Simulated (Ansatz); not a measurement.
Rows from a G0W0 calculation on InGaP2 (zincblende [001] superlattice) (Pmm2) (Ansatz 0.2.0; G0W0 on PBEsol, plane waves, PAW; PAW set soft_1; 4×4×4 mesh, 175 empty bands, screening to 90 eV, PAW set soft_1 files), in eV. Spin-orbit coupling is left out.

The structure was built from a prototype and need not be the compound's stable phase.

```csv
row,Σx,Σc,Vxc,Z
A,-7.22,-3.69,-11.05,0.77
B,-16.92,1.39,-15.21,0.75
C,-16.92,1.39,-15.21,0.75
D,-10.30,-3.76,-14.46,0.77
```

Q: Which rows are filled states and which are empty ones, and how can one tell?

Filled: B and C. Empty: A and D. The sign of Σc tells: for a filled state bare exchange, which holds its interaction with itself, lies below Vxc (Σx − Vxc is -1.7 eV or lower here) and screening gives part back as a positive Σc. For an empty state Σx lies above Vxc (+3.8 eV or more) and the Coulomb hole leaves Σc negative.

[Paths, hosts, dates, memory and timing lines, banners, echoed tables and standing remarks are left out of the program output.]

[Logs are printed without paths, hosts, clocks, repeated set-up lines and the standing remarks that a program may print on its own settings, such as how far it seeks lower states.]

[Runs of the session that timed out or met a known fault of the program may be left out.]

[Cells called generated may have been cut or substituted from an entry of the Crystallography Open Database or the Materials Project.]

[Hosts, paths, dates, database ids (printed as entryN), source tags and the programs' standing remarks are cut or masked in the printed files.]
